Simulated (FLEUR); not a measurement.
# NaCeS2: parallel and opposed starts

A self-consistent run ends on one state, which hangs on the start. Several orders of NaCeS2 are started in FLEUR and their energies compared.

Program: FLEUR MaX-R8.1. Level of theory: LDA (Moruzzi-Janak-Williams) with U = 4.3 eV, J = 0.7 eV on Ce f; all-electron FLAPW, Dirac cores, scalar-relativistic bands. Results are calculated unless marked as measured.

Report form: the programs' logs are mostly left out.

## (1) Starting point

The structure is tetragonal, space group P4/mmm (No. 123). Conventional cell: a = 4.085 Å, b = 4.085 Å, c = 5.597 Å, α = 90.00°, β = 90.00°, γ = 90.00°. Nearest to Na lie 6 S at 2.80 to 2.89 Å. Nearest to Ce lie 6 S at 2.80 to 2.89 Å. Nearest to S lie 2 Na at 2.80 Å and 4 Ce at 2.89 Å. S has 2 Ce at 2.80 Å and 4 Na at 2.89 Å nearest. Farther neighbours and most contacts between anions are not listed.

Coordinates:

```xyz
4
Lattice="4.0853 0.0000 0.0000 0.0000 4.0853 0.0000 0.0000 0.0000 5.5966" Properties=species:S:1:pos:R:3 pbc="T T T"
Na    0.0000    0.0000    0.0000
Ce    2.0427    2.0427    2.7983
S     0.0000    0.0000    2.7983
S     2.0427    2.0427    0.0000
```

The settings of this session are cheaper than careful work needs (see the inputs), so it shows what such settings give, not the properties of the crystal.

The cell comes from a database of computed structures and need not be the stable phase.

## (2) Run 1 (ferro +)

The parallel start is the test of whether parallel moments hold. A Hubbard U acts on the open shell, since semilocal functionals spread its electrons too much.

The file n_mmp_mat seeds the f occupations with whole cubic orbitals by Hund's first rule, so that the U acts from the first pass. inpgen writes inp.xml from crystal.txt; cutoffs, mixing, functional, smearing and local orbitals are then set in the file. The k list default-1 (kpts.xml, not shown) is a Γ-centred 4×4×4 mesh; where the ranks do not divide the number of points, some are split in two of half the weight.

inp.xml reads:

```
<?xml version="1.0" encoding="UTF-8" standalone="no"?>
<fleurInput fleurInputVersion="0.39">
   <comment>
      NaCeS2
   </comment>
   <calculationSetup>
      <cutoffs Kmax="3.6" Gmax="9.0" GmaxXC="9.0" numbands="0"/>
      <scfLoop itmax="130" minDistance="0.0001" maxIterBroyd="15" imix="Anderson" alpha="0.05" precondParam="0.0" spinf="2.0" sdNocoIR="T"/>
      <coreElectrons ctail="T" frcor="F" kcrel="0" coretail_lmax="0"/>
      <xcFunctional name="mjw" relativisticCorrections="F"/>
      <magnetism jspins="2"/>
      <soc l_soc="F" theta="0.0" phi="0.0" spav="F"/>
      <expertModes spex="0" secvar="F"/>
      <geometryOptimization l_f="F" forcealpha="1.0" forcemix="BFGS" epsdisp="0.00001" epsforce="0.00001"/>
      <ldaU l_linMix="F" mixParam="0.05" spinf="1.0"/>
   </calculationSetup>
   <cell>
      <bzIntegration valenceElectrons="33.0" mode="hist" fermiSmearingEnergy="0.00183747">
         <kPointListSelection listName="default-1"/>
         <xi:include xmlns:xi="http://www.w3.org/2001/XInclude" href="kpts.xml"> </xi:include>
      </bzIntegration>
      <xi:include xmlns:xi="http://www.w3.org/2001/XInclude" href="sym.xml"> </xi:include>
      <bulkLattice scale="1.0">
         <bravaisMatrix>
            <row-1>    7.7201548286121175     0.0000000000000000     0.0000000000000000</row-1>
            <row-2>    0.0000000000000000     7.7201548286121175     0.0000000000000000</row-2>
            <row-3>    0.0000000000000000     0.0000000000000000    10.5759580809868758</row-3>
         </bravaisMatrix>
      </bulkLattice>
   </cell>
   <atomSpecies>
      <species name="Sodium (Na)" element="Na" atomicNumber="11">
         <mtSphere radius="2.58" gridPoints="853" logIncrement="0.013"/>
         <atomicCutoffs lmax="10" lnonsphr="8"/>
         <electronConfig flipSpins="F">
            <coreConfig>(1s1/2)</coreConfig>
            <valenceConfig>(2s1/2) (2p1/2) (2p3/2) (3s1/2)</valenceConfig>
            <stateOccupation state="(3s1/2)" spinUp="0.500000" spinDown="0.500000"/>
         </electronConfig>
         <energyParameters s="3" p="3" d="3" f="4"/>
         <lo type="SCLO" l="0" n="2" eDeriv="0"/>
         <lo type="SCLO" l="1" n="2" eDeriv="0"/>
      </species>
      <species name="Cerium (Ce1.000" element="Ce" atomicNumber="58">
         <mtSphere radius="2.58" gridPoints="853" logIncrement="0.015"/>
         <atomicCutoffs lmax="10" lnonsphr="8"/>
         <electronConfig flipSpins="F">
            <coreConfig>(1s1/2) (2s1/2) (2p1/2) (2p3/2) (3s1/2) (3p1/2) (3p3/2) (4s1/2) (3d3/2) (3d5/2) (4p1/2) (4p3/2) (4d3/2) (4d5/2)</coreConfig>
            <valenceConfig>(5s1/2) (5p1/2) (5p3/2) (6s1/2) (5d3/2) (5d5/2) (4f5/2) (4f7/2)</valenceConfig>
            <stateOccupation state="(5d3/2)" spinUp="0.2" spinDown="0.2"/>
            <stateOccupation state="(5d5/2)" spinUp="0.3" spinDown="0.3"/>
            <stateOccupation state="(4f5/2)" spinUp="0.4285714285714" spinDown="0.0"/>
            <stateOccupation state="(4f7/2)" spinUp="0.5714285714286" spinDown="0.0"/>
         </electronConfig>
         <energyParameters s="6" p="6" d="5" f="4"/>
         <ldaU l="3" U="4.3" J="0.7" l_amf="F"/>
         <lo type="SCLO" l="0" n="5" eDeriv="0"/>
         <lo type="SCLO" l="1" n="5" eDeriv="0"/>
      </species>
      <species name="Sulfur (S)" element="S" atomicNumber="16">
         <mtSphere radius="2.58" gridPoints="853" logIncrement="0.014"/>
         <atomicCutoffs lmax="10" lnonsphr="8"/>
         <electronConfig flipSpins="F">
            <coreConfig>(1s1/2) (2s1/2) (2p1/2) (2p3/2)</coreConfig>
            <valenceConfig>(3s1/2) (3p1/2) (3p3/2)</valenceConfig>
            <stateOccupation state="(3p1/2)" spinUp="0.666667" spinDown="0.666667"/>
            <stateOccupation state="(3p3/2)" spinUp="1.333333" spinDown="1.333333"/>
         </electronConfig>
         <energyParameters s="3" p="3" d="3" f="4"/>
      </species>
   </atomSpecies>
   <atomGroups>
      <atomGroup species="Sodium (Na)">
         <relPos label="                   1">.0000000000 .0000000000 .0000000000</relPos>
         <force calculate="T" relaxXYZ="TTT"/>
      </atomGroup>
      <atomGroup species="Cerium (Ce1.000">
         <relPos label="                   2">1.000/2.000 1.000/2.000 1.000/2.000</relPos>
         <force calculate="T" relaxXYZ="TTT"/>
      </atomGroup>
      <atomGroup species="Sulfur (S)">
         <relPos label="                   3">.0000000000 .0000000000 1.000/2.000</relPos>
         <force calculate="T" relaxXYZ="TTT"/>
      </atomGroup>
      <atomGroup species="Sulfur (S)">
         <relPos label="                   4">1.000/2.000 1.000/2.000 .0000000000</relPos>
         <force calculate="T" relaxXYZ="TTT"/>
      </atomGroup>
   </atomGroups>
   <output dos="F" band="F" slice="F">
      <bandDOS minEnergy="-.5*Htr" maxEnergy="0.5*Htr" sigma="0.015" storeEVData="T"/>
      <plotting iplot="0" polar="F">
         <plot TwoD="T" vec1="  1.0  0.0  0.0" vec2="  0.0  1.0  0.0" vec3="  0.0  0.0  1.0" zero="  0.0  0.0  0.0" file="plot"/>
      </plotting>
      <moessbauerParams electricFieldGradient="F" isomerShift="F" coreHyperfine="F" valenceHyperfine="F"/>
   </output>
</fleurInput>
```

crystal.txt reads:

```
NaCeS2
&input film=F cartesian=F /
4.08533000000  0.00000000000  0.00000000000
0.00000000000  4.08533000000  0.00000000000
0.00000000000  0.00000000000  5.59655600000
1.8897261246
1.0 1.0 1.0

4
11 0.00000000000  0.00000000000  0.00000000000
58 0.50000000000  0.50000000000  0.50000000000 : 1.000
16 0.00000000000  0.00000000000  0.50000000000
16 0.50000000000  0.50000000000  0.00000000000

&kpt div1=4 div2=4 div3=4 gamma=T /
```

Run with:

```sh
OMP_NUM_THREADS=1 inpgen -f crystal.txt > inpgen.log  # inp.xml is then edited as shown
OMP_NUM_THREADS=1 mpirun -n 4 fleur_MPI > fleur.log
```

Elapsed: 37 s, on 4 MPI ranks of AMD EPYC 7R43, shared host; peak memory 0.35 GiB.

Spin moment in the muffin-tin sphere by atom:

```csv
atom,spin moment in the muffin-tin sphere (μB)
Na1,0.000
Ce2,0.982
S3,-0.011
S4,-0.016
```

This step gave:

```yaml
free_energy: -267121.7005 eV
program_s_band_gap_on_this_mesh_in_a_metal_only_a_level_spacing: 0.1238 eV
magnetization: 0.9932 μB
final_state: ferromagnetic
```

After 24 cycles the largest moment stands at 0.982 μB.

## (3) Start 2: antiferro q=(0,1/2,0) +-

Another pattern of signs weighs the neighbour shells otherwise.

This order needs a doubled cell of 8 atoms. The mesh is halved along the doubled vector, so that both cells sample the same points. The k list default-1 (kpts.xml, not shown) is a Γ-centred 4×2×4 mesh.

Edit inp.xml of step 2 so:

```diff
@@ -17,3 +17,3 @@
    <cell>
-      <bzIntegration valenceElectrons="33.0" mode="hist" fermiSmearingEnergy="0.00183747">
+      <bzIntegration valenceElectrons="66.0" mode="hist" fermiSmearingEnergy="0.00183747">
          <kPointListSelection listName="default-1"/>
@@ -25,3 +25,3 @@
             <row-1>    7.7201548286121175     0.0000000000000000     0.0000000000000000</row-1>
-            <row-2>    0.0000000000000000     7.7201548286121175     0.0000000000000000</row-2>
+            <row-2>    0.0000000000000000    15.4403096572242351     0.0000000000000000</row-2>
             <row-3>    0.0000000000000000     0.0000000000000000    10.5759580809868758</row-3>
@@ -59,2 +59,18 @@
       </species>
+      <species name="Cerium (Ce-1.000" element="Ce" atomicNumber="58">
+         <mtSphere radius="2.58" gridPoints="853" logIncrement="0.015"/>
+         <atomicCutoffs lmax="10" lnonsphr="8"/>
+         <electronConfig flipSpins="F">
+            <coreConfig>(1s1/2) (2s1/2) (2p1/2) (2p3/2) (3s1/2) (3p1/2) (3p3/2) (4s1/2) (3d3/2) (3d5/2) (4p1/2) (4p3/2) (4d3/2) (4d5/2)</coreConfig>
+            <valenceConfig>(5s1/2) (5p1/2) (5p3/2) (6s1/2) (5d3/2) (5d5/2) (4f5/2) (4f7/2)</valenceConfig>
+            <stateOccupation state="(5d3/2)" spinUp="0.2" spinDown="0.2"/>
+            <stateOccupation state="(5d5/2)" spinUp="0.3" spinDown="0.3"/>
+            <stateOccupation state="(4f5/2)" spinUp="0.0" spinDown="0.4285714285714"/>
+            <stateOccupation state="(4f7/2)" spinUp="0.0" spinDown="0.5714285714286"/>
+         </electronConfig>
+         <energyParameters s="6" p="6" d="5" f="4"/>
+         <ldaU l="3" U="4.3" J="0.7" l_amf="F"/>
+         <lo type="SCLO" l="0" n="5" eDeriv="0"/>
+         <lo type="SCLO" l="1" n="5" eDeriv="0"/>
+      </species>
       <species name="Sulfur (S)" element="S" atomicNumber="16">
@@ -73,3 +89,4 @@
       <atomGroup species="Sodium (Na)">
-         <relPos label="                   1">.0000000000 .0000000000 .0000000000</relPos>
+         <relPos label="                   1">.0000000000 -1.000/4.000 .0000000000</relPos>
+         <relPos label="                   2">.0000000000 1.000/4.000 .0000000000</relPos>
          <force calculate="T" relaxXYZ="TTT"/>
@@ -77,3 +94,7 @@
       <atomGroup species="Cerium (Ce1.000">
-         <relPos label="                   2">1.000/2.000 1.000/2.000 1.000/2.000</relPos>
+         <relPos label="                   3">1.000/2.000 .0000000000 1.000/2.000</relPos>
+         <force calculate="T" relaxXYZ="TTT"/>
+      </atomGroup>
+      <atomGroup species="Cerium (Ce-1.000">
+         <relPos label="                   4">1.000/2.000 1.000/2.000 1.000/2.000</relPos>
          <force calculate="T" relaxXYZ="TTT"/>
@@ -81,3 +102,4 @@
       <atomGroup species="Sulfur (S)">
-         <relPos label="                   3">.0000000000 .0000000000 1.000/2.000</relPos>
+         <relPos label="                   5">.0000000000 -1.000/4.000 1.000/2.000</relPos>
+         <relPos label="                   6">.0000000000 1.000/4.000 1.000/2.000</relPos>
          <force calculate="T" relaxXYZ="TTT"/>
@@ -85,3 +107,7 @@
       <atomGroup species="Sulfur (S)">
-         <relPos label="                   4">1.000/2.000 1.000/2.000 .0000000000</relPos>
+         <relPos label="                   7">1.000/2.000 .0000000000 .0000000000</relPos>
+         <force calculate="T" relaxXYZ="TTT"/>
+      </atomGroup>
+      <atomGroup species="Sulfur (S)">
+         <relPos label="                   8">1.000/2.000 1.000/2.000 .0000000000</relPos>
          <force calculate="T" relaxXYZ="TTT"/>
```

crystal.txt reads:

```
NaCeS2
&input film=F cartesian=F /
4.08533000000  0.00000000000  0.00000000000
0.00000000000  8.17066000000  0.00000000000
0.00000000000  0.00000000000  5.59655600000
1.8897261246
1.0 1.0 1.0

8
11 0.00000000000  0.00000000000  0.00000000000
11 0.00000000000  0.50000000000  0.00000000000
58 0.50000000000  0.25000000000  0.50000000000 : 1.000
58 0.50000000000  0.75000000000  0.50000000000 : -1.000
16 0.00000000000  0.00000000000  0.50000000000
16 0.00000000000  0.50000000000  0.50000000000
16 0.50000000000  0.25000000000  0.00000000000
16 0.50000000000  0.75000000000  0.00000000000

&kpt div1=4 div2=2 div3=4 gamma=T /
```

Wall time 2.7 min (4 MPI ranks); peak memory 0.7 GiB.

Spin moment in the muffin-tin sphere by atom:

| atom | spin moment in the muffin-tin sphere (μB) |
| --- | --- |
| Na1 | 0.000 |
| Na2 | 0.000 |
| Ce3 | 0.986 |
| Ce4 | -0.986 |
| S5 | 0.000 |
| S6 | 0.000 |
| S7 | -0.016 |
| S8 | 0.016 |

Numbers from this step:

| Item | Value |
| --- | --- |
| free energy | -534243.3992 eV |
| program's band gap on this mesh (in a metal only a level spacing) | 0.2616 eV |
| magnetization | 0 μB |
| final state | antiferromagnetic |

It lies 0.903 meV a seeded atom over the first start, and its largest moment is 0.986 μB against 0.982 μB.

## (4) Order 3, typed as antiferro q=(1/2,1/2,0) +-

An opposed order shows whether neighbours prefer unlike signs.

The cell is doubled to 8 atoms to hold this order. The mesh is halved along the doubled vector, so that both cells sample the same points. The k list default-1 (kpts.xml, not shown) is a Γ-centred 2×4×4 mesh.

Edit inp.xml of step 3 so:

```diff
@@ -24,4 +24,4 @@
          <bravaisMatrix>
-            <row-1>    7.7201548286121175     0.0000000000000000     0.0000000000000000</row-1>
-            <row-2>    0.0000000000000000    15.4403096572242351     0.0000000000000000</row-2>
+            <row-1>   15.4403096572242351     0.0000000000000000     0.0000000000000000</row-1>
+            <row-2>    7.7201548286121175     7.7201548286121175     0.0000000000000000</row-2>
             <row-3>    0.0000000000000000     0.0000000000000000    10.5759580809868758</row-3>
@@ -89,4 +89,4 @@
       <atomGroup species="Sodium (Na)">
-         <relPos label="                   1">.0000000000 -1.000/4.000 .0000000000</relPos>
-         <relPos label="                   2">.0000000000 1.000/4.000 .0000000000</relPos>
+         <relPos label="                   1">.0000000000 .0000000000 .0000000000</relPos>
+         <relPos label="                   2">1.000/2.000 .0000000000 .0000000000</relPos>
          <force calculate="T" relaxXYZ="TTT"/>
@@ -94,3 +94,3 @@
       <atomGroup species="Cerium (Ce1.000">
-         <relPos label="                   3">1.000/2.000 .0000000000 1.000/2.000</relPos>
+         <relPos label="                   3">.0000000000 1.000/2.000 1.000/2.000</relPos>
          <force calculate="T" relaxXYZ="TTT"/>
@@ -102,4 +102,4 @@
       <atomGroup species="Sulfur (S)">
-         <relPos label="                   5">.0000000000 -1.000/4.000 1.000/2.000</relPos>
-         <relPos label="                   6">.0000000000 1.000/4.000 1.000/2.000</relPos>
+         <relPos label="                   5">.0000000000 .0000000000 1.000/2.000</relPos>
+         <relPos label="                   6">1.000/2.000 .0000000000 1.000/2.000</relPos>
          <force calculate="T" relaxXYZ="TTT"/>
@@ -107,3 +107,3 @@
       <atomGroup species="Sulfur (S)">
-         <relPos label="                   7">1.000/2.000 .0000000000 .0000000000</relPos>
+         <relPos label="                   7">.0000000000 1.000/2.000 .0000000000</relPos>
          <force calculate="T" relaxXYZ="TTT"/>
```

crystal.txt reads:

```
NaCeS2
&input film=F cartesian=F /
8.17066000000  0.00000000000  0.00000000000
4.08533000000  4.08533000000  0.00000000000
0.00000000000  0.00000000000  5.59655600000
1.8897261246
1.0 1.0 1.0

8
11 0.00000000000  0.00000000000  0.00000000000
11 0.50000000000  0.00000000000  0.00000000000
58 0.00000000000  0.50000000000  0.50000000000 : 1.000
58 0.50000000000  0.50000000000  0.50000000000 : -1.000
16 0.00000000000  0.00000000000  0.50000000000
16 0.50000000000  0.00000000000  0.50000000000
16 0.00000000000  0.50000000000  0.00000000000
16 0.50000000000  0.50000000000  0.00000000000

&kpt div1=2 div2=4 div3=4 gamma=T /
```

Elapsed: 2.5 min, on 4 MPI ranks; peak memory 0.7 GiB; 10 min of CPU time.

Spin moment in the muffin-tin sphere by atom:

```
atom  spin moment in the muffin-tin sphere (μB)
 Na1                                      0.000
 Na2                                      0.000
 Ce3                                      0.985
 Ce4                                     -0.985
  S5                                      0.000
  S6                                      0.000
  S7                                     -0.015
  S8                                      0.015
```

Numbers from this step:

```yaml
free_energy: -534243.3988 eV
program_s_band_gap_on_this_mesh_in_a_metal_only_a_level_spacing: 0.2985 eV
magnetization: 0 μB
final_state: antiferromagnetic
```

It lies 1.11 meV a seeded atom over the first start, and its largest moment is 0.985 μB against 0.982 μB.

## (5) Start 4: antiferro q=(1/2,1/2,1/2) +-

Reversing part of the moments tests the sign of the couplings between them.

This order needs a doubled cell of 8 atoms. The mesh is halved along the doubled vector, so that both cells sample the same points.

Edit inp.xml of step 4 so:

```diff
@@ -26,3 +26,3 @@
             <row-2>    7.7201548286121175     7.7201548286121175     0.0000000000000000</row-2>
-            <row-3>    0.0000000000000000     0.0000000000000000    10.5759580809868758</row-3>
+            <row-3>    7.7201548286121175     0.0000000000000000    10.5759580809868758</row-3>
          </bravaisMatrix>
@@ -89,4 +89,4 @@
       <atomGroup species="Sodium (Na)">
-         <relPos label="                   1">.0000000000 .0000000000 .0000000000</relPos>
-         <relPos label="                   2">1.000/2.000 .0000000000 .0000000000</relPos>
+         <relPos label="                   1">-1.000/4.000 .0000000000 .0000000000</relPos>
+         <relPos label="                   2">1.000/4.000 .0000000000 .0000000000</relPos>
          <force calculate="T" relaxXYZ="TTT"/>
@@ -94,3 +94,3 @@
       <atomGroup species="Cerium (Ce1.000">
-         <relPos label="                   3">.0000000000 1.000/2.000 1.000/2.000</relPos>
+         <relPos label="                   3">1.000/2.000 1.000/2.000 1.000/2.000</relPos>
          <force calculate="T" relaxXYZ="TTT"/>
@@ -98,3 +98,3 @@
       <atomGroup species="Cerium (Ce-1.000">
-         <relPos label="                   4">1.000/2.000 1.000/2.000 1.000/2.000</relPos>
+         <relPos label="                   4">.0000000000 1.000/2.000 1.000/2.000</relPos>
          <force calculate="T" relaxXYZ="TTT"/>
@@ -102,4 +102,4 @@
       <atomGroup species="Sulfur (S)">
-         <relPos label="                   5">.0000000000 .0000000000 1.000/2.000</relPos>
-         <relPos label="                   6">1.000/2.000 .0000000000 1.000/2.000</relPos>
+         <relPos label="                   5">1.000/2.000 .0000000000 1.000/2.000</relPos>
+         <relPos label="                   6">.0000000000 .0000000000 1.000/2.000</relPos>
          <force calculate="T" relaxXYZ="TTT"/>
@@ -107,7 +107,4 @@
       <atomGroup species="Sulfur (S)">
-         <relPos label="                   7">.0000000000 1.000/2.000 .0000000000</relPos>
-         <force calculate="T" relaxXYZ="TTT"/>
-      </atomGroup>
-      <atomGroup species="Sulfur (S)">
-         <relPos label="                   8">1.000/2.000 1.000/2.000 .0000000000</relPos>
+         <relPos label="                   7">-1.000/4.000 1.000/2.000 .0000000000</relPos>
+         <relPos label="                   8">1.000/4.000 1.000/2.000 .0000000000</relPos>
          <force calculate="T" relaxXYZ="TTT"/>
```

crystal.txt reads:

```
NaCeS2
&input film=F cartesian=F /
8.17066000000  0.00000000000  0.00000000000
4.08533000000  4.08533000000  0.00000000000
4.08533000000  0.00000000000  5.59655600000
1.8897261246
1.0 1.0 1.0

8
11 0.00000000000  0.00000000000  0.00000000000
11 0.50000000000  0.00000000000  0.00000000000
58 0.75000000000  0.50000000000  0.50000000000 : 1.000
58 0.25000000000  0.50000000000  0.50000000000 : -1.000
16 0.75000000000  0.00000000000  0.50000000000
16 0.25000000000  0.00000000000  0.50000000000
16 0.00000000000  0.50000000000  0.00000000000
16 0.50000000000  0.50000000000  0.00000000000

&kpt div1=2 div2=4 div3=4 gamma=T /
```

The job ended after 2.4 min (4 MPI ranks; peak memory 0.66 GiB).

Numbers from this step:

- free energy: -534243.3996 eV
- program's band gap on this mesh (in a metal only a level spacing): 0.2999 eV
- magnetization: 0 μB
- final state: antiferromagnetic
- largest moment: 0.9889 μB

It lies 0.710 meV a seeded atom over the first start, and its largest moment is 0.989 μB against 0.982 μB.

(Part 1 of 3 ends here.)

[Logs and program files are shortened in this print: banners, set-up blocks, solver, clock and traceback lines can be left out without a mark of their own.]

[Logs are printed without paths, hosts, clocks, repeated set-up lines and the standing remarks that a program may print on its own settings, such as how far it seeks lower states.]

[Hosts, paths, dates, database ids (printed as entryN), source tags and the programs' standing remarks are cut or masked in the printed files.]

[Where a cell is said to come from a database of computed structures, the database is the Materials Project.]
